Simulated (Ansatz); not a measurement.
# MgTl (Pm-3m): from the cell to its phonons

Task: relax MgTl (Pm-3m), then find its harmonic phonons.

Program: Ansatz 0.2.0. Level of theory: DFT PBEsol, scalar-relativistic, plane waves, PAW; PAW set soft_1. Results are calculated unless marked as measured.

The database entry behind the starting cell differs from later determinations by our own check (0.1 to 0.3 % short, probably kX units), so it need not match the best structure at ambient conditions.

## 1. The structure

The structure is cubic, space group Pm-3m (No. 221). The conventional cell has a = 3.628 Å, b = 3.628 Å, c = 3.628 Å, α = 90.00°, β = 90.00°, γ = 90.00°. Mg has 8 Tl at 3.14 Å nearest. Tl has 8 Mg at 3.14 Å nearest. Farther neighbours are not listed.

## 2. Bringing the structure to rest

Harmonic phonons are second derivatives at a point where the forces vanish, and they are wanted at zero stress, so atoms and cell are relaxed first.

File input.yaml:

```yaml
crystal:
  lattice:
    - [3.628, 0.0, 0.0]
    - [0.0, 3.628, 0.0]
    - [0.0, 0.0, 3.628]
  atoms:
    - { symbol: Mg, position: [0.0, 0.0, 0.0] }
    - { symbol: Tl, position: [0.5, 0.5, 0.5] }
kpoints:
  mp_grid: { grid: [12, 12, 12] }
hamiltonian:
  xc: pbesol
  pseudopotentials: { kind: paw, azcp: { folder: soft_1 }, xc_functional: pbe }
scf:
  occupations: { method: gaussian, width: 0.1 }
output:
  forces: true
  stress: true
  eigenvalues: true
relax:
  adjacent_minimum: "off"
  f_tol: 0.005
  max_steps: 80
  cell: { stress_tol: 0.05 }
```

Launch:

```sh
$ ansatz run input.yaml --threads 4 --pin off --max-ram 10240MiB --backend cpu --events-out ev --progress --plain --runs-dir out
```

Numbers of over 12 decimals in the logs are rounded to 6 here.

Output:

```text
Engine: ansatz 0.2.0, aarch64-unknown-linux-gnu
Pseudopotentials: kind: paw
Pseudopotential: Mg, paw, valence charge 10, recommended cutoff 420 eV (normal), soft_1/Mg.paw.azcp
Pseudopotential: Tl, paw, valence charge 13, recommended cutoff 420 eV (normal), soft_1/Tl.paw.azcp
Functional definition: PBEsol
  exchange = pbesol_x
  correlation = pbesol_c
Crystal: 2 atoms, lattice volume = 47.753 Å³
Basis set: ecut = 420 eV, 925 PW (Γ), exchange–correlation on 50×50×50 points (8 copies of the dense FFT grid, shifted against one another)
Bands: 16, of which v1, the nominal top of the filled ones, is band 12 counted from 1 (11 counted from 0)
Symmetry: 48 space group operations
Space group: Pm-3m (ITA 221), of the structure as read, at distance tolerance 3.6e-5 Å
k-points: 84 of 1728
Non-local potential: Mg, projectors of the file, l = 0: 3, l = 1: 2, l = 2: 1
Non-local potential: Tl, projectors of the file, l = 0: 2, l = 1: 2, l = 2: 2, l = 3: 1
PAW form: soft (Blöchl's): semilocal exchange-correlation on the pseudo side does not see the compensation charge
PAW frozen core: Mg, regenerated for the run's functional, and the local potential with it (the file was generated under x = pbe(κ = 0.804, μ = 0.219515), c = pbe(β = 0.066725))
PAW frozen core: Tl, regenerated for the run's functional, and the local potential with it (the file was generated under x = pbe(κ = 0.804, μ = 0.219515), c = pbe(β = 0.066725))
PAW one-centre angular grid: Mg, 110 points (default); XC on 64 Gauss nodes
PAW one-centre angular grid: Tl, 590 points (default); XC on 64 Gauss nodes
Initial density: superposition of atomic densities (chi_scale 0.1, normalization cell, long waves kept (reshape's long-wave potential 0.00 eV rms))
Initial wavefunctions: pseudopotential atomic-orbital guess
Functional: x = pbesol(κ = 0.804, μ = 0.123457), c = pbesol(β = 0.046)
SCF iter   1: F=—  HF=-13209.999158 eV  |F-HF|=—  |Δ(HF+E_count)|=         —  Δρ=2.49e-2  dr2=3.50e-1  ethr=3.10e-3  ⟨swp⟩=5.4  Hψ=6700  notcnv=0
preconditioner: auto → none  [metal: Δε(μ)=0.098 eV  Ē_g=13.101 eV  σ=0.100 eV  W_gap=0.46  n_scr=6 (ndim 8)  ℏωp=20.8 eV  f_vac=0.000  D(μ)=0.55/eV (n_scr^D=0)  sad-step TF]
SCF iter   2: F=—  HF=-13209.911931 eV  |F-HF|=—  |Δ(HF+E_count)|=   8.72e-2  Δρ=1.29e-2  dr2=9.37e-2  ethr=1.52e-3  ⟨swp⟩=2.5  Hψ=2578  notcnv=0  defer=35
SCF iter   3: F=—  HF=-13209.892657 eV  |F-HF|=—  |Δ(HF+E_count)|=   1.93e-2  Δρ=2.21e-3  dr2=2.18e-3  ethr=4.07e-4  ⟨swp⟩=2.0  Hψ=2262  notcnv=0  defer=38
SCF iter   4: F=—  HF=-13209.892601 eV  |F-HF|=—  |Δ(HF+E_count)|=   5.56e-5  Δρ=3.92e-4  dr2=7.50e-5  ethr=9.47e-6  ⟨swp⟩=2.7  Hψ=2486  notcnv=0  defer=38
SCF iter   5: F=—  HF=-13209.892567 eV  |F-HF|=—  |Δ(HF+E_count)|=   3.38e-5  Δρ=5.27e-5  dr2=8.47e-7  ethr=3.26e-7  ⟨swp⟩=2.0  Hψ=2273  notcnv=0  defer=38
SCF iter   6: F=-13209.892568 eV  HF=-13209.892568 eV  |F-HF|=7.06e-9  |Δ(HF+E_count)|=   4.29e-7  Δρ=3.44e-6  dr2=3.41e-9  ethr=4.35e-10  ⟨swp⟩=7.5  Hψ=6254  notcnv=0
SCF 1 converged in 6 iterations: F = -13209.892568 eV  dr2 = 3.41e-9
  greatest PAW one-centre occupation: 1.000 electrons in one spin orbital (limit 2), on the Mg atom at site 0 (counted from 0), in its partial waves of l = 0
relax step   1: F+E_penalty+E_count = -13209.89256753 eV  Δ(F+E_penalty+E_count) = +0.000e0 eV  max|allowed force component| = 1.522e-28 eV/Å  Δτ_max = 0.0000 Å  P = -0.177 GPa  Ω = 47.753 Å³  (6 SCF iters, dr2 threshold 1.00e-7 eV, accepted)
Crystal: 2 atoms, lattice volume = 47.562 Å³
Initial density: handed on by an earlier stage of this run
Initial wavefunctions: those handed on with the density
iter 1 solved again at ethr=4.29e-8 eV; its pass at ethr=3.10e-3 eV (dr2=9.87e-6 eV) is discarded
SCF iter   1: F=—  HF=-13209.892708 eV  |F-HF|=—  |Δ(HF+E_count)|=         —  Δρ=1.58e-4  dr2=1.86e-5  ethr=4.29e-8  ⟨swp⟩=2.2  Hψ=8022  notcnv=0
preconditioner: auto → none  [metal: Δε(μ)=0.084 eV  Ē_g=13.626 eV  σ=0.100 eV  W_gap=0.41  n_scr=6 (ndim 8)  ℏωp=20.9 eV  f_vac=0.000  D(μ)=0.56/eV (n_scr^D=0)]
SCF iter   2: F=—  HF=-13209.892700 eV  |F-HF|=—  |Δ(HF+E_count)|=   7.88e-6  Δρ=5.33e-5  dr2=7.10e-7  ethr=4.29e-8  ⟨swp⟩=2.0  Hψ=1978  notcnv=0
SCF iter   3: F=—  HF=-13209.892700 eV  |F-HF|=—  |Δ(HF+E_count)|=   2.09e-7  Δρ=2.34e-5  dr2=1.53e-7  ethr=3.39e-10  ⟨swp⟩=5.0  Hψ=6173  notcnv=0
SCF iter   4: F=-13209.892699 eV  HF=-13209.892699 eV  |F-HF|=6.69e-10  |Δ(HF+E_count)|=   2.17e-8  Δρ=4.58e-6  dr2=5.48e-9  ethr=3.39e-10  ⟨swp⟩=4.0  Hψ=3822  notcnv=0
SCF 2 converged in 4 iterations: F = -13209.892699 eV  dr2 = 5.48e-9
relax step   2: F+E_penalty+E_count = -13209.89269949 eV  Δ(F+E_penalty+E_count) = -1.320e-4 eV  max|allowed force component| = 1.998e-29 eV/Å  Δτ_max = 0.0000 Å  P = -0.020 GPa  Ω = 47.562 Å³  energy of the carried Pulay correction = +1.439e-5 eV  (4 SCF iters, dr2 threshold 7.80e-8 eV, accepted)
Initial wavefunctions: pseudopotential atomic-orbital guess (no wavefunctions were taken with the density)
iter 1 solved again at ethr=4.28e-8 eV; its pass at ethr=3.10e-3 eV (dr2=9.83e-6 eV) is discarded
SCF iter   1: F=—  HF=-13209.892678 eV  |F-HF|=—  |Δ(HF+E_count)|=         —  Δρ=6.35e-6  dr2=8.11e-9  ethr=4.28e-8  ⟨swp⟩=3.3  Hψ=10740  notcnv=0
preconditioner: auto → none  [metal: Δε(μ)=0.084 eV  Ē_g=13.630 eV  σ=0.100 eV  W_gap=0.41  n_scr=6 (ndim 8)  ℏωp=20.9 eV  f_vac=0.000  D(μ)=0.56/eV (n_scr^D=0)]
SCF iter   2: F=—  HF=-13209.892686 eV  |F-HF|=—  |Δ(HF+E_count)|=   8.19e-6  Δρ=2.48e-6  dr2=2.04e-9  ethr=3.53e-11  ⟨swp⟩=2.2  Hψ=2420  notcnv=0
SCF iter   3: F=—  HF=-13209.892686 eV  |F-HF|=—  |Δ(HF+E_count)|=  4.24e-10  Δρ=1.07e-6  dr2=4.11e-10  ethr=8.86e-12  ⟨swp⟩=2.1  Hψ=2214  notcnv=0
SCF iter   4: F=—  HF=-13209.892686 eV  |F-HF|=—  |Δ(HF+E_count)|=  1.47e-10  Δρ=2.53e-7  dr2=2.25e-11  ethr=1.79e-12  ⟨swp⟩=2.0  Hψ=1876  notcnv=0
SCF iter   5: F=-13209.892686 eV  HF=-13209.892686 eV  |F-HF|=3.64e-12  |Δ(HF+E_count)|=  9.09e-12  Δρ=7.67e-8  dr2=1.86e-12  ethr=1.00e-12  ⟨swp⟩=5.2  Hψ=5374  notcnv=0
SCF 3 converged in 5 iterations: F = -13209.892686 eV  dr2 = 1.86e-12
relax step   3: F+E_penalty+E_count = -13209.89268574 eV  Δ(F+E_penalty+E_count) = +1.375e-5 eV  max|allowed force component| = 7.363e-30 eV/Å  Δτ_max = 0.0000 Å  P = -0.020 GPa  Ω = 47.562 Å³  stress off target by 2.02e-2 GPa  SCF on the basis re-selected at this cell (its energy is not comparable with the rows above)  (5 SCF iters)
basis re-selected at this cell: Δ(F+E_penalty+E_count) = +1.375e-5 eV, ΔP = +0.000 GPa vs the last step (what re-selecting the basis moved, of the pressure what is left beyond the Pulay correction that the steps carried, after the strain that the cell walked since its last selection, with what the two solves' SCF thresholds leave and, on support functions, any second-order correction that the steps lacked; it is no m [...]
SCF converged after 5 iterations
Free energy (F): -13209.892686 eV
Harris-Foulkes:  -13209.892686 eV  (|F-HF|=3.64e-12)
Internal energy: -13209.889869 eV  (E = F + TS)
E sigma→0 (E₀):  -13209.891277 eV
Entropy (-TS):   -0.002817 eV (-1.408 meV/atom)
Fermi energy:    9.403221 eV
--- Per-component energies (eV) ---
  E_band       = -330.707396
  E_kinetic    = 337.204331
  E_local      = -2439.863541  (includes V_loc(G=0)·N_el)
  E_nonlocal   = 511.891483
  E_hartree    = 851.126997
  E_xc         = -211.067547
  E_vxc        = -158.113641  (∫ρ·V_xc dr)
  E_paw        = -10328.278108  (= ΣΔE_a)
  E_vpaw       = -284.079808  (= ΣTr[D̂ρ^β])
  E_aug_tail   = -0.000209  (compensation charges beyond the density's cutoff)
  E_ewald      = -1931.000471
  E_core_change = 0.097195  (= ΣΔE_core)
  E_smearing   = -0.002817  (= −TS)
  E_closure    = 0.000000  (closes the sum)
  Σ components = -13209.892686   (vs F -13209.892686, Δ=0.00e0)
--- Forces (eV/Å), atoms counted from 1 ---
  atom   1  Mg     0.00000000     0.00000000    -0.00000000
  atom   2  Tl    -0.00000000     0.00000000     0.00000000
  max |Σ_I F_I| component: 1.47e-29 eV/Å
--- Stress (GPa, compression-positive) ---
       -0.020228       0.000000      -0.000000
        0.000000      -0.020228       0.000000
       -0.000000       0.000000      -0.020228
  P = ⅓ Tr σ = -0.0202 GPa (-0.202 kbar)
--- Band table (eV; the first three rows and the last of 84) ---
  k-point 0: bands = [... 8 lower, -1.9987, -0.2527, 11.8444, 11.8444, 11.8444, 12.9180, 14.6890, 14.6890]
  k-point 1: bands = [... 8 lower, -1.9977, -0.1710, 10.6832, 11.9378, 11.9378, 13.4276, 14.7249, 15.5257]
  k-point 2: bands = [... 8 lower, -1.9951, 0.0762, 9.0617, 12.2119, 12.2119, 13.7746, 14.8301, 17.3550]
  k-point 83: bands = [... 8 lower, -1.7917, 5.7649, 9.1066, 9.1066, 9.1066, 11.4961, 11.4961, 11.4961]
--- Relaxed structure (2 steps of the walk, 2 accepted, 1 SCFs on fresh bases) ---
  F+E_penalty+E_count = -13209.89268574 eV   max|allowed force component| = 7.363e-30 eV/Å   (the final SCF, on the basis selected at the relaxed cell)
  cell:  # Å, volume = 47.5624 Å³
    - [3.623163, 0, 0]
    - [0, 3.623163, 0]
    - [0, 0, 3.623163]
  atoms:
    - { symbol: Mg, position: [0, 0, 0] }
    - { symbol: Tl, position: [0.5, 0.5, 0.5] }
```

It took 3.4 s on 4 threads of Arm Neoverse V1, shared host; peak memory 0.37 GiB.

Step by step:

| step | energy less that of the first step (eV) | largest force component (eV/Å) | pressure (GPa) | volume (Å³) |
| --- | --- | --- | --- | --- |
| 1 | 0.0000 | 0.0000 | -0.18 | 47.75 |
| 2 | -0.0001 | 0.0000 | -0.02 | 47.56 |
| 3* | -0.0001 | 0.0000 | -0.02 | 47.56 |

Relaxation steps marked * repeat the geometry before them on a plane-wave basis chosen anew for their cell, so energy and pressure can jump there.

The run keeps the 48 symmetry operations that it works with, so distortions that break them were not tested.

| conventional cell, symmetrised | before | after | change |
| --- | --- | --- | --- |
| a (Å) | 3.628 | 3.623 | -0.1 % |
| b (Å) | 3.628 | 3.623 | -0.1 % |
| c (Å) | 3.628 | 3.623 | -0.1 % |
| volume (Å³/atom) | 23.88 | 23.78 | -0.4 % |

The relaxed structure:

```cif
data_structure
_symmetry_space_group_name_H-M 'P 1'
_symmetry_Int_Tables_number 1
_cell_length_a 3.6232
_cell_length_b 3.6232
_cell_length_c 3.6232
_cell_angle_alpha 90.000
_cell_angle_beta 90.000
_cell_angle_gamma 90.000
_cell_volume 47.56
loop_
_atom_site_label
_atom_site_type_symbol
_atom_site_fract_x
_atom_site_fract_y
_atom_site_fract_z
_atom_site_occupancy
Mg1 Mg 0.00000 0.00000 0.00000 1
Tl2 Tl 0.50000 0.50000 0.50000 1
```

This step gave:

| Item | Value |
| --- | --- |
| pressure | -0.02023 GPa |
| volume per atom | 23.78 Å³ |
| gap on the k-mesh | 0 eV |

In this step the volume went from 23.88 to 23.78 Å³/atom.

## 3. Tight relaxation

Phonons need a cell at rest on their own settings, so the relaxation is repeated with tight tolerances on forces and stress on the k mesh and occupations of the first response run.

input.yaml, the sections that differ from step 2:

```yaml
crystal:
  lattice:
    - [3.6231630959, 0.0, 0.0]
    - [0.0, 3.6231630959, 0.0]
    - [0.0, 0.0, 3.6231630959]
  atoms:
    - { symbol: Mg, position: [0.0, 0.0, 0.0] }
    - { symbol: Tl, position: [0.5, 0.5, 0.5] }
scf:
  occupations: { method: methfessel_paxton, width: 0.2 }
relax:
  adjacent_minimum: "off"
  f_tol: 0.001
  max_steps: 60
  cell: { stress_tol: 0.01 }
# kpoints, hamiltonian, output: as in step 2
```

Output:

```text
[...]
Crystal: 2 atoms, lattice volume = 47.562 Å³
Basis set: ecut = 420 eV, 925 PW (Γ), exchange–correlation on 50×50×50 points (8 copies of the dense FFT grid, shifted against one another)
Bands: 16, of which v1, the nominal top of the filled ones, is band 12 counted from 1 (11 counted from 0)
Symmetry: 48 space group operations
[...]
k-points: 84 of 1728
[...]
k-point 83: bands = [... 8 lower, -1.7878, 5.7696, 9.1098, 9.1098, 9.1098, 11.5002, 11.5002, 11.5002]
--- Relaxed structure (2 steps of the walk, 2 accepted, 1 SCFs on fresh bases) ---
[...]
cell:  # Å, volume = 47.5490 Å³
    - [3.622822, 0, 0]
    - [0, 3.622822, 0]
    - [0, 0, 3.622822]
  atoms:
    - { symbol: Mg, position: [0, 0, 0] }
    - { symbol: Tl, position: [0.500000, 0.500000, 0.500000] }
[key lines of the parts left out:]
SCF converged after 5 iterations
Free energy (F): -13209.890512 eV
Fermi energy:    9.399915 eV
P = ⅓ Tr σ = -0.0013 GPa (-0.013 kbar)
```

It took 3.4 s on 4 threads; peak memory 0.38 GiB; 12 s of CPU time.

Little changed from the start: no atom moved by 0.005 Å and no cell edge by 0.1 %.

This step gave:

```yaml
pressure: -0.001350 GPa
volume_per_atom: 23.77 Å³
```

The forces vanish by symmetry and the pressure is -0.001 GPa, within the tolerances set. The cell now holds 23.77 Å³/atom.

## 4. Modes at Γ

The zone centre comes first: it holds the modes that light can see, as far as symmetry allows. No field response is asked, since the mesh shows no gap.

input.yaml, the sections that differ from step 3:

```yaml
crystal:
  lattice:
    - [3.6228222656, 0.0, 0.0]
    - [0.0, 3.6228222656, 0.0]
    - [0.0, 0.0, 3.6228222656]
  atoms:
    - { symbol: Mg, position: [0.0, 0.0, 0.0] }
    - { symbol: Tl, position: [0.5, 0.5, 0.5] }
output:
  eigenvalues: true
phonons:
  method: dfpt
# kpoints, hamiltonian, scf: as in step 3
# relax: removed
```

Output:

```text
[...]
Crystal: 2 atoms, lattice volume = 47.549 Å³
Basis set: ecut = 420 eV, 925 PW (Γ), exchange–correlation on 50×50×50 points (8 copies of the dense FFT grid, shifted against one another)
Bands: 16, of which v1, the nominal top of the filled ones, is band 12 counted from 1 (11 counted from 0)
Symmetry: 48 space group operations
k-points: 196 of 1728 (irreducible under 8 space group operations, time reversal used)
[...]
SCF iter   1: F=—  HF=-13209.998146 eV  |F-HF|=—  |Δ(HF+E_count)|=         —  Δρ=2.51e-2  dr2=3.53e-1  ethr=3.10e-3  ⟨swp⟩=5.1  Hψ=15205  notcnv=0
[...]
SCF iter   8: F=-13209.890512 eV  HF=-13209.890512 eV  |F-HF|=1.82e-12  |Δ(HF+E_count)|=  8.73e-11  S|Δr|=    0.00e0  Δρ=1.20e-7  dr2=5.28e-12  ethr=1.00e-12  ⟨swp⟩=7.3  Hψ=13672  notcnv=0
SCF 1 converged in 8 iterations: F = -13209.890512 eV  dr2 = 5.28e-12
[...]
DFPT response loops at Γ: preconditioner auto → Kerker (q_TF=auto, 2.417 Å⁻¹) (partly filled bands, converged f_vac=0.000); β = 1.00, the filter's whole step (`scf.mixing.beta` (0.50) is not read by the response loops under this deck's `scf.mixing.preconditioner`; to damp them name `kerker` or `kerker_dos`, under which they read `scf.mixing.beta`, and type it under 1.00, their step now; both keys bind the ground state too); Broyden in place of MSR1
SCF converged after 8 iterations
[...]
Free energy (F): -13209.890512 eV
[...]
Internal energy: -13209.892200 eV  (E = F + TS)
E sigma→0 (E₀):  -13209.890934 eV
Entropy (-TS):   0.001688 eV (0.844 meV/atom)
Fermi energy:    9.399915 eV
[...]
--- Band table (eV; the first three rows and the last of 196) ---
  k-point 0: bands = [... 8 lower, -1.9949, -0.2508, 11.8485, 11.8485, 11.8485, 12.9241, 14.6932, 14.6932]
  k-point 1: bands = [... 8 lower, -1.9939, -0.1689, 10.6874, 11.9418, 11.9418, 13.4333, 14.7291, 15.5301]
  k-point 2: bands = [... 8 lower, -1.9912, 0.0783, 9.0655, 12.2160, 12.2160, 13.7802, 14.8342, 17.3600]
  k-point 195: bands = [... 8 lower, -1.7878, 5.7696, 9.1098, 9.1098, 9.1098, 11.5002, 11.5002, 11.5002]
--- Phonons (Γ-DFPT): 2 representative perturbations + reference, on 196 of 1728 k-points (Σ response iterations 6) ---
  k mesh reduced under 8 symmetry operations, with k and −k counted as one. Each operation leaves every solved perturbation unchanged. A smaller set is not used because it would not reduce the number of displacements times k-points to solve
  ASR residual: 3.210e-5 → 0.000e0 eV/Å²; symmetrization residual: 3.005e-6 eV/Å²
  ASR residual per site (eV/Å²): 2.38e-5 3.21e-5
  Γ frequencies (cm⁻¹): 0.00 0.00 0.00 148.90 148.90 148.90
  non-analytic LO–TO correction: not included (Born effective charges unavailable; polar crystals: no LO–TO splitting at Γ)
```

The job ended after 11 s (4 threads; peak memory 0.66 GiB).

The column dr2 measures how far the density is from self-consistency, as an energy; F and HF (Harris–Foulkes) agree once it is small.

This step gave:

* sum-rule residual before enforcement: 3.21e-5 eV/Å²
* point group: m-3m
* highest optical mode at the zone centre (no LO-TO term): 148.9 cm⁻¹
* lowest optical zone-centre mode: 148.9 cm⁻¹

Patterns of degenerate modes are one choice out of their space. The modes at Γ (shares of kinetic energy by element, %):

| mode | frequency (cm⁻¹) | symmetry | Mg % | Tl % |
| --- | --- | --- | --- | --- |
| 1 | 0.0 | acoustic | 11 | 89 |
| 2 | 0.0 | acoustic | 11 | 89 |
| 3 | 0.0 | acoustic | 11 | 89 |
| 4 | 148.9 | T1u | 89 | 11 |
| 5 | 148.9 | T1u | 89 | 11 |
| 6 | 148.9 | T1u | 89 | 11 |

Displacements in mode 6 (148.9 cm⁻¹), the largest set to 1:
```
Mg1  0.00  0.00  1.00
Tl2  0.00  0.00 -0.12
```

Before it was imposed, the acoustic sum rule was missed by 3.2e-5 eV/Å². Small misses are needed for a sound result but don't prove that mesh and cutoff are converged. The lowest optical mode is real, 149 cm⁻¹.

[end of part 1 of 2]

[Logs are printed without paths, hosts, clocks, repeated set-up lines and the standing remarks that a program may print on its own settings, such as how far it seeks lower states.]

[Hosts, paths, dates, database ids (printed as entryN), source tags and the programs' standing remarks are cut or masked in the printed files.]
